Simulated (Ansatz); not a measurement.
# ZrSe3 (P2_1/m): converging the G0W0 gap

Wanted: a G0W0 gap for ZrSe3 (P2_1/m) that is converged in bands and cutoff, or an estimate of the limit.

Calculated with Ansatz 0.2.0; G0W0 on r2SCAN, plane waves, PAW.

## 1. Starting point

It takes space group P2_1/m (No. 11, monoclinic). Conventional cell: a = 5.411 Å, b = 3.749 Å, c = 9.444 Å, α = 90.00°, β = 97.48°, γ = 90.00°. Nearest to Zr lie 8 Se at 2.72 to 2.87 Å. Nearest to Se lie 4 Zr at 2.72 to 2.87 Å. Se has 1 Se at 2.34 Å and 2 Zr at 2.73 Å nearest. Se has 1 Se at 2.34 Å and 2 Zr at 2.74 Å nearest. Farther neighbours and most contacts between anions are not listed.

The cell and positions come from the Crystallography Open Database and are kept as given unless a step says otherwise. The default PAW set here is soft_2. Its files were made with PBE.

## 2. 157 empty bands, screening to 51 eV

G0W0 replaces the xc potential by the self-energy, built once from these orbitals. Only a window of levels is corrected, while the sums run over the empty bands that the input names.

input.yaml reads:

```yaml
crystal:
  lattice:
    - [5.4109, 0.0, 0.0]
    - [0.0, 3.7488, 0.0]
    - [-1.2294209091, 0.0, 9.3636349901]
  atoms:
    - { symbol: Zr, position: [0.285, 0.25, 0.656] }
    - { symbol: Zr, position: [0.715, 0.75, 0.344] }
    - { symbol: Se, position: [0.762, 0.25, 0.554] }
    - { symbol: Se, position: [0.238, 0.75, 0.446] }
    - { symbol: Se, position: [0.456, 0.25, 0.174] }
    - { symbol: Se, position: [0.544, 0.75, 0.826] }
    - { symbol: Se, position: [0.888, 0.25, 0.169] }
    - { symbol: Se, position: [0.112, 0.75, 0.831] }
kpoints:
  mp_grid: { grid: [4, 4, 2] }
hamiltonian:
  xc: r2scan
scf:
  occupations: { method: fixed }
gw:
  n_empty_bands: 157
  ecut_chi: 51
  qp_bands: [v2, c2]
  qp_kpoints: band_edges
  screening: { model: contour_deformation }
```

Launch:

```console
> ansatz run input.yaml --threads 3 --pin off --max-ram 92160MiB --backend cuda --events-out ev --progress --plain --runs-dir out --devices 1 --max-vram 13GiB
```

Numbers of over 12 decimals in the logs are rounded to 6 here.

The program printed:

```text
GPUs: using 1 of 1 available (devices: 1).
Engine: ansatz 0.2.0, x86_64-unknown-linux-gnu
Pseudopotentials: kind: paw
Pseudopotential: Zr, paw, valence charge 12, recommended cutoff 500 eV (meta_gga), Zr.paw.azcp
Pseudopotential: Se, paw, valence charge 16, recommended cutoff 500 eV (meta_gga), Se.paw.azcp
Functional definition: r2SCAN
  parameter k0 = 0.174
  parameter k1 = 0.065
  parameter a1 = 4.9479
  exchange = r2scan_x(k0 = k0, k1 = k1, a1 = a1)
  correlation = r2scan_c
device memory: the entry about to start is reckoned to put 3.7 GiB on a device that reports 49.3 GiB free (of which the cap on the GPU budget leaves the run 13.0 GiB)
GPU FFT provider: cuFFT
GPU libraries: cuBLAS 13.8.2, cuFFT 12.4.0, cuSOLVER 12.3.4
Crystal: 8 atoms, lattice volume = 189.936 Å³
Basis set: ecut = 500 eV, 4769 PW (Γ), exchange–correlation on 160×120×288 points (64 copies of the dense FFT grid, shifted against one another)
Bands: 72, of which v1, the nominal top of the filled ones, is band 60 counted from 1 (59 counted from 0)
Symmetry: 4 space group operations
Space group: P21/m (ITA 11), of the structure as read, at distance tolerance 5.7e-5 Å
k-points: 18 of 32
Non-local potential: Zr, projectors of the file, l = 0: 3, l = 1: 2, l = 2: 2, l = 3: 2
Non-local potential: Se, projectors of the file, l = 0: 2, l = 1: 2, l = 2: 3, l = 3: 1
PAW form: soft (Blöchl's): semilocal exchange-correlation on the pseudo side does not see the compensation charge
PAW frozen core: Zr, regenerated for the run's functional (the file was generated under x = pbe(κ = 0.804, μ = 0.219515), c = pbe(β = 0.066725))
PAW frozen core: Se, regenerated for the run's functional (the file was generated under x = pbe(κ = 0.804, μ = 0.219515), c = pbe(β = 0.066725))
PAW one-centre angular grid: Zr, 590 points (default); XC on 160 Gauss nodes
PAW one-centre angular grid: Se, 590 points (default); XC on 160 Gauss nodes
Initial density: superposition of atomic densities (neutral atoms: chi_scale 0, normalization atom), corrected by the library's trained network
Initial wavefunctions: pseudopotential atomic-orbital guess
GPU buffer pool allocated for 86400 grid points (all kernels)
GPU transforms: local potential: pruned to the plane-wave sphere, on 40×27×72; band sums: pruned to the plane-wave sphere, on 40×30×72
Functional: x = r2scan, c = r2scan; τ floored in thin density (d = 2e-4 eV/Å³)
SCF iter   1: F=—  HF=-41268.507602 eV  |F-HF|=—  |Δ(HF+E_count)|=         —  Δρ=9.70e-3  dr2=3.62e-1  dr2_τ=5.14e-2  ethr=1.77e-3  ⟨swp⟩=4.4  Hψ=3772  notcnv=0  defer=152
preconditioner: auto → Resta (q_TF=auto, 2.527 Å⁻¹)  ε∞=4.7  [insulator: Δε(μ)=0.715 eV  Ē_g=9.253 eV  n_scr=52 (ndim 8)  ℏωp=17.9 eV  f_vac=0.062  ε∞_Penn≈4.7]
SCF iter   2: F=—  HF=-41268.583876 eV  |F-HF|=—  |Δ(HF+E_count)|=   7.63e-2  Δρ=3.95e-3  dr2=2.82e-2  dr2_τ=7.32e-3  ethr=3.01e-4  ⟨swp⟩=2.5  Hψ=1914  notcnv=0  defer=177
SCF iter   3: F=—  HF=-41268.589873 eV  |F-HF|=—  |Δ(HF+E_count)|=   6.00e-3  Δρ=1.89e-3  dr2=4.65e-3  dr2_τ=2.11e-4  ethr=2.35e-5  ⟨swp⟩=2.0  Hψ=2327  notcnv=0  defer=180
SCF iter   4: F=—  HF=-41268.592175 eV  |F-HF|=—  |Δ(HF+E_count)|=   2.30e-3  Δρ=4.80e-4  dr2=2.99e-4  dr2_τ=2.35e-5  ethr=3.88e-6  ⟨swp⟩=2.0  Hψ=1643  notcnv=0  defer=180
SCF iter   5: F=—  HF=-41268.592369 eV  |F-HF|=—  |Δ(HF+E_count)|=   1.94e-4  Δρ=1.18e-4  dr2=2.67e-5  dr2_τ=9.78e-7  ethr=2.50e-7  ⟨swp⟩=2.0  Hψ=2290  notcnv=0  defer=178
SCF iter   6: F=—  HF=-41268.592386 eV  |F-HF|=—  |Δ(HF+E_count)|=   1.64e-5  Δρ=3.73e-5  dr2=2.45e-6  dr2_τ=1.02e-7  ethr=2.22e-8  ⟨swp⟩=2.0  Hψ=2320  notcnv=0  defer=85
SCF iter   7: F=—  HF=-41268.592388 eV  |F-HF|=—  |Δ(HF+E_count)|=   1.96e-6  Δρ=1.15e-5  dr2=4.86e-7  dr2_τ=2.07e-8  ethr=2.04e-9  ⟨swp⟩=2.0  Hψ=2255  notcnv=0  defer=85
SCF iter   8: F=-41268.592387 eV  HF=-41268.592387 eV  |F-HF|=1.80e-8  |Δ(HF+E_count)|=   8.07e-8  Δρ=4.68e-6  dr2=5.10e-8  dr2_τ=1.79e-9  ethr=8.33e-11  ⟨swp⟩=9.2  Hψ=4672  notcnv=0
SCF 1 converged in 8 iterations: F = -41268.592387 eV  dr2 = 5.10e-8
  greatest PAW one-centre occupation: 1.000 electrons in one spin orbital (limit 2), on the Se atom at site 5 (counted from 0), in its partial waves of l = 2
device memory: the entry about to start is reckoned to put 4.3 GiB (of the 4.4 GiB reckoned in all, the device holds 0.1 GiB already) on a device that reports 49.8 GiB free (of which the cap on the GPU budget leaves the run 12.9 GiB)
NSCF: frozen V_eff on 18 k-points
the band table was solved once the SCF had ended and its energy, with any forces and stress, was formed, with the checks that follow a solve (4921 applications of the Hamiltonian). They found nothing against the state; the energy, forces and stress were not computed again (output.eigenvalues in the input reference)
device memory: the entry about to start is reckoned to put 3.0 GiB on a device that reports 50.0 GiB free (of which the cap on the GPU budget leaves the run 13.0 GiB)
NSCF: frozen V_eff on 18 k-points
G₀W₀ screening: q 1/18
[... further progress lines ...]
device memory: the entry about to start is reckoned to put 0.8 GiB on a device that reports 45.2 GiB free (of which the cap on the GPU budget leaves the run 13.0 GiB)
NSCF: frozen V_eff on 1 k-points
device memory: the entry about to start is reckoned to put 0.8 GiB on a device that reports 45.2 GiB free (of which the cap on the GPU budget leaves the run 13.0 GiB)
NSCF: frozen V_eff on 1 k-points
SCF converged after 8 iterations
Free energy (F): -41268.592387 eV
Harris-Foulkes:  -41268.592387 eV  (|F-HF|=1.80e-8)
Internal energy: -41268.592387 eV  (E = F + TS)
E sigma→0 (E₀):  -41268.592387 eV
Fermi energy:    9.322633 eV
--- Per-component energies (eV) ---
  E_band       = -2554.097599
  E_kinetic    = 1381.582200
  E_local      = -16412.600582  (includes V_loc(G=0)·N_el)
  E_nonlocal   = -3415.515209
  E_hartree    = 7908.617203
  E_xc         = -905.775262
  E_vxc        = -1061.861006  (∫ρ·V_xc dr)
  E_paw        = -17490.570758  (= ΣΔE_a)
  E_vpaw       = 1081.560874  (= ΣTr[D̂ρ^β])
  E_aug_tail   = -0.001235  (compensation charges beyond the density's cutoff)
  E_vtau       = 55.500539  (kinetic-family band-sum trace: ∫τ·v_τ [+ j·A + Jᵃ·Aᵃ] dr)
  E_ewald      = -12323.410640
  E_core_change = -10.918105  (= ΣΔE_core)
  E_smearing   = -0.000000  (= −TS)
  E_closure    = 0.000000  (closes the sum)
  Σ components = -41268.592387   (vs F -41268.592387, Δ=0.00e0)
--- Band table (eV; the first three rows and the last of 18) ---
  k-point 0: bands = [... 56 lower, 8.6707, 8.7686, 9.2522, 9.3226, 10.4020, 10.7855, 12.3391, 12.6065, ... 8 higher]
  k-point 1: bands = [... 56 lower, 8.6716, 8.7561, 9.2234, 9.2303, 10.2675, 10.9543, 12.3406, 12.5923, ... 8 higher]
  k-point 2: bands = [... 56 lower, 8.0566, 8.1576, 8.3418, 8.4601, 11.5291, 11.7531, 12.4543, 12.5434, ... 8 higher]
  k-point 17: bands = [... 56 lower, 7.6492, 7.6492, 7.9319, 7.9319, 10.2469, 10.2469, 12.2454, 12.2454, ... 8 higher]
--- G₀W₀: contour deformation, 7 samples at zero and on the imaginary axis and 1 off it, 32 q-points, 157 empty bands' worth ---
  eigenvalues of the whole cell's RPA ε∞ on this k-mesh (on a slab, of 1 + 4πα/V) = 5.9648, 11.1021, 12.1035; static W/v taken at q = 0 is 0.100866
  bands read: the sum over 217 bands ends inside a degenerate multiplet in 6 slots, whose members it reads at an even weight; the widest, k=4: bands 217 to 218 (counted from 1) at 1/2 each
  gw.qp_kpoints: band_edges: 10 of 18 stored k-points solved, in 1 pass; an edge of the gap read off the rows below is read off those points alone
    valence top: of the k-points left out ik 9 came nearest to being solved in a further pass, in band 60 (counted from 1, as in the quasiparticle table): it holds the edge there only if its correction is more favourable than any solved in that band by at least 0.800 eV; those differ by 0.173 eV
    conduction bottom: of the k-points left out ik 3 came nearest to being solved in a further pass, in band 61 (counted from 1, as in the quasiparticle table): it holds the edge there only if its correction is more favourable than any solved in that band by at least 1.247 eV; those differ by 0.264 eV
    ik  band        ε_KS         Σx   Σc(E_QP)       V_xc       Z   E_QP_lin       E_QP  E_QP is
     0    59      9.2522   -17.4966     1.6596   -16.0842  0.7710     9.4983     9.4993  root
     0    60      9.3226   -18.1349     2.1015   -16.2834  0.7710     9.5716     9.5727  root
     0    61     10.4020    -9.6461    -4.0713   -14.2460  0.7654    10.9374    10.9306  root
     0    62     10.7855    -9.8450    -4.5389   -14.9900  0.7550    11.4022    11.3914  root
     1    59      9.2234   -17.4723     1.6797   -16.0355  0.7714     9.4654     9.4663  root
     1    60      9.2303   -18.0105     2.0887   -16.1642  0.7696     9.4717     9.4727  root
     1    61     10.2675    -9.4037    -4.2057   -14.1293  0.7667    10.7936    10.7874  root
     1    62     10.9543   -10.0455    -4.4749   -15.1308  0.7523    11.5762    11.5646  root
     6    59      8.9746   -17.6617     1.9706   -15.8634  0.7655     9.1464     9.1469  root
     6    60      9.2661   -18.0516     2.0393   -16.2428  0.7696     9.4957     9.4966  root
     6    61     10.5997    -9.6900    -4.2592   -14.5041  0.7607    11.1627    11.1546  root
     6    62     10.8352   -10.0221    -4.4483   -15.0849  0.7549    11.4606    11.4498  root
     7    59      8.7798   -17.7369     1.9867   -15.9044  0.7620     8.9335     8.9340  root
     7    60      9.1649   -17.9178     2.0211   -16.1188  0.7681     9.3862     9.3871  root
     7    61     10.5283    -9.7103    -4.2708   -14.5359  0.7617    11.0910    11.0831  root
     7    62     10.9659   -10.1525    -4.4478   -15.2247  0.7523    11.6023    11.5903  root
    12    59      8.9526   -17.9146     2.1144   -15.9760  0.7658     9.1278     9.1285  root
    12    60      9.0280   -17.9166     2.0556   -16.0450  0.7662     9.2113     9.2120  root
    12    61      9.9540   -11.1774    -2.7220   -14.6086  0.7723    10.6740    10.6632  root
    12    62     10.2922   -11.3199    -2.9003   -14.9812  0.7688    11.0687    11.0531  root
    13    59      8.8812   -17.7894     2.1195   -15.8331  0.7641     9.0438     9.0444  root
    13    60      8.9100   -17.8205     2.0559   -15.9412  0.7646     9.0860     9.0866  root
    13    61      9.9860   -10.8683    -2.9055   -14.5050  0.7725    10.7291    10.7171  root
    13    62     10.2104   -10.9811    -3.0650   -14.8060  0.7695    10.9856    10.9703  root
[...]
16    59      8.0216   -17.4111     2.2509   -15.2373  0.7498     8.0985     8.0987  root
    16    60      8.0216   -17.4111     2.2509   -15.2373  0.7498     8.0985     8.0987  root
    16    61     10.2368   -10.7441    -3.1124   -14.6355  0.7693    11.0326    11.0159  root
    16    62     10.2368   -10.7441    -3.1124   -14.6355  0.7693    11.0326    11.0159  root
    17    59      7.9319   -17.3170     2.1811   -15.2277  0.7487     8.0235     8.0238  root
    17    60      7.9319   -17.3170     2.1811   -15.2277  0.7487     8.0235     8.0238  root
    17    61     10.2469   -10.7604    -3.1243   -14.6685  0.7691    11.0480    11.0307  root
    17    62     10.2469   -10.7604    -3.1243   -14.6685  0.7691    11.0480    11.0307  root
```

Run time: 40 s. Hardware: 1 × NVIDIA H100 80GB HBM3 (shared by 6 runs) with 3 threads of AMD EPYC 7R13 (Zen 3), shared host; peak memory 1.8 GiB.

The column dr2 measures how far the density is from self-consistency, as an energy; F and HF (Harris–Foulkes) agree once it is small.

This step gave:

```yaml
bands_summed: 217
rpa_eps_infinity_on_this_mesh_eigenvalues: 5.965, 11.10, 12.10
plane_waves_in_the_screening_matrix: 153
q_points_in_the_mesh: 32
g0w0_gap_on_the_mesh: 1.091 eV
k_of_the_valence_top: 0, 0, 0
k_of_the_conduction_bottom: -0.5, 0, 0
starting_gap_on_the_mesh: 0.6314 eV
z_at_the_valence_top: 0.7710
z_at_the_conduction_bottom: 0.7723
least_direct_g0w0_gap_on_the_computed_points: 1.315 eV
```

The gap on the mesh goes from 0.63 eV to 1.09 eV, a correction of +0.46 eV. Between the two edge states, bare exchange in place of the xc potential would open the gap by 5.28 eV, and correlation takes back 4.82 eV.

## 3. 444 empty bands, screening to 102 eV

Another rung: the empty bands reach about as high as the screening cutoff, so the two stay in balance.

input.yaml: that of step 2 with these lines changed.

```diff
@@ -21,4 +21,4 @@
 gw:
-  n_empty_bands: 157
-  ecut_chi: 51
+  n_empty_bands: 444
+  ecut_chi: 102
   qp_bands: [v2, c2]
```

The program printed:

```text
GPUs: using 1 of 1 available (devices: 1).
[...]
GPU FFT provider: cuFFT
GPU libraries: cuBLAS 13.8.2, cuFFT 12.4.0, cuSOLVER 12.3.4
Crystal: 8 atoms, lattice volume = 189.936 Å³
Basis set: ecut = 500 eV, 4769 PW (Γ), exchange–correlation on 160×120×288 points (64 copies of the dense FFT grid, shifted against one another)
Bands: 72, of which v1, the nominal top of the filled ones, is band 60 counted from 1 (59 counted from 0)
Symmetry: 4 space group operations
[...]
k-points: 18 of 32
[...]
GPU buffer pool allocated for 86400 grid points (all kernels)
[...]
SCF iter   1: F=—  HF=-41268.507602 eV  |F-HF|=—  |Δ(HF+E_count)|=         —  Δρ=9.70e-3  dr2=3.62e-1  dr2_τ=5.14e-2  ethr=1.77e-3  ⟨swp⟩=4.4  Hψ=3772  notcnv=0  defer=152
[...]
SCF iter   8: F=-41268.592387 eV  HF=-41268.592387 eV  |F-HF|=1.80e-8  |Δ(HF+E_count)|=   8.07e-8  Δρ=4.68e-6  dr2=5.10e-8  dr2_τ=1.79e-9  ethr=8.33e-11  ⟨swp⟩=9.2  Hψ=4672  notcnv=0
SCF 1 converged in 8 iterations: F = -41268.592387 eV  dr2 = 5.10e-8
[...]
NSCF: frozen V_eff on 18 k-points
[...]
G₀W₀ screening: q 1/18
[... further progress lines ...]
[...]
SCF converged after 8 iterations
Free energy (F): -41268.592387 eV
[...]
Internal energy: -41268.592387 eV  (E = F + TS)
E sigma→0 (E₀):  -41268.592387 eV
Fermi energy:    9.322633 eV
[...]
--- Band table (eV; the first three rows and the last of 18) ---
  k-point 0: bands = [... 56 lower, 8.6707, 8.7686, 9.2522, 9.3226, 10.4020, 10.7855, 12.3391, 12.6065, ... 8 higher]
  k-point 1: bands = [... 56 lower, 8.6716, 8.7561, 9.2234, 9.2303, 10.2675, 10.9543, 12.3406, 12.5923, ... 8 higher]
  k-point 2: bands = [... 56 lower, 8.0566, 8.1576, 8.3418, 8.4601, 11.5291, 11.7531, 12.4543, 12.5434, ... 8 higher]
  k-point 17: bands = [... 56 lower, 7.6492, 7.6492, 7.9319, 7.9319, 10.2469, 10.2469, 12.2454, 12.2454, ... 8 higher]
[...]
0    59      9.2522   -17.4966     1.2387   -16.0842  0.7654     9.0779     9.0784  root
     0    60      9.3226   -18.1349     1.6654   -16.2834  0.7650     9.1359     9.1365  root
     0    61     10.4020    -9.6461    -4.3575   -14.2460  0.7618    10.6457    10.6444  root
     0    62     10.7855    -9.8450    -4.8330   -14.9900  0.7510    11.1000    11.0975  root
     1    59      9.2234   -17.4723     1.2607   -16.0355  0.7659     9.0469     9.0474  root
     1    60      9.2303   -18.0105     1.6605   -16.1642  0.7637     9.0438     9.0445  root
     1    61     10.2675    -9.4037    -4.4820   -14.1293  0.7633    10.5124    10.5112  root
     1    62     10.9543   -10.0455    -4.7781   -15.1308  0.7482    11.2639    11.2614  root
[...]
17    59      7.9319   -17.3170     1.8228   -15.2277  0.7439     7.6634     7.6655  root
    17    60      7.9319   -17.3170     1.8228   -15.2277  0.7439     7.6634     7.6655  root
    17    61     10.2469   -10.7604    -3.4333   -14.6685  0.7643    10.7269    10.7217  root
    17    62     10.2469   -10.7604    -3.4333   -14.6685  0.7643    10.7269    10.7217  root
```

It took 73 s on 1 × NVIDIA H100 80GB HBM3 (shared by 6 runs) with 3 threads; peak memory 2.7 GiB.

Numbers from this step:

```
bands summed                                 : 504
RPA ε∞ on this mesh (eigenvalues)            : 5.901, 10.89, 11.88
plane waves in the screening matrix          : 445
q-points in the mesh                         : 32
G0W0 gap on the mesh                         : 1.209 eV
k of the valence top                         : 0, 0, 0
k of the conduction bottom                   : -0.5, 0, 0
starting gap on the mesh                     : 0.6314 eV
Z at the valence top                         : 0.7650
Z at the conduction bottom                   : 0.7673
least direct G0W0 gap on the computed points : 1.464 eV
```

Against the run with 4×4×2 mesh, 157 empty bands, screening to 51 eV, the gap moves by +0.12 eV.

## 4. 955 empty bands, screening to 170 eV

input.yaml: that of step 3 with these lines changed.

```diff
@@ -21,4 +21,4 @@
 gw:
-  n_empty_bands: 444
-  ecut_chi: 102
+  n_empty_bands: 955
+  ecut_chi: 170.0
   qp_bands: [v2, c2]
```

The program printed:

```text
GPUs: using 1 of 1 available (devices: 1).
[...]
GPU FFT provider: cuFFT
GPU libraries: cuBLAS 13.8.2, cuFFT 12.4.0, cuSOLVER 12.3.4
Crystal: 8 atoms, lattice volume = 189.936 Å³
Basis set: ecut = 500 eV, 4769 PW (Γ), exchange–correlation on 160×120×288 points (64 copies of the dense FFT grid, shifted against one another)
Bands: 72, of which v1, the nominal top of the filled ones, is band 60 counted from 1 (59 counted from 0)
[...]
1    62     10.9543   -10.0455    -4.9235   -15.1308  0.7467    11.1167    11.1161  root
[...]
17    59      7.9319   -17.3170     1.6452   -15.2277  0.7432     7.4814     7.4878  root
    17    60      7.9319   -17.3170     1.6452   -15.2277  0.7432     7.4814     7.4878  root
    17    61     10.2469   -10.7604    -3.6108   -14.6685  0.7637    10.5460    10.5442  root
    17    62     10.2469   -10.7604    -3.6108   -14.6685  0.7637    10.5460    10.5442  root
[key lines of the parts left out:]
SCF converged after 8 iterations
Free energy (F): -41268.592387 eV
Fermi energy:    9.322633 eV
```

Run time: 3 min. Hardware: 1 × NVIDIA H100 80GB HBM3 (shared by 6 runs) with 3 threads; peak memory 5.6 GiB.

Numbers from this step:

| Quantity | Value |
| --- | --- |
| bands summed | 1015 |
| RPA ε∞ on this mesh (eigenvalues) | 5.896, 10.88, 11.85 |
| plane waves in the screening matrix | 941 |
| G0W0 gap on the mesh | 1.250 eV |
| k of the valence top | 0, 0, 0 |
| k of the conduction bottom | -0.5, 0, 0 |
| starting gap on the mesh | 0.6314 eV |
| least direct G0W0 gap on the computed points | 1.547 eV |

Against the run with 4×4×2 mesh, 444 empty bands, screening to 102 eV, the gap moves by +0.04 eV.

(Part 1 of 2 ends here.)

[Paths, hosts, dates, memory and timing lines, banners, echoed tables and standing remarks are left out of the program output.]

[Logs are printed without paths, hosts, clocks, repeated set-up lines and the standing remarks that a program may print on its own settings, such as how far it seeks lower states.]

[Runs of the session that timed out or met a known fault of the program may be left out.]

[Cells called generated may have been cut or substituted from an entry of the Crystallography Open Database or the Materials Project.]

[Hosts, paths, dates, database ids (printed as entryN), source tags and the programs' standing remarks are cut or masked in the printed files.]
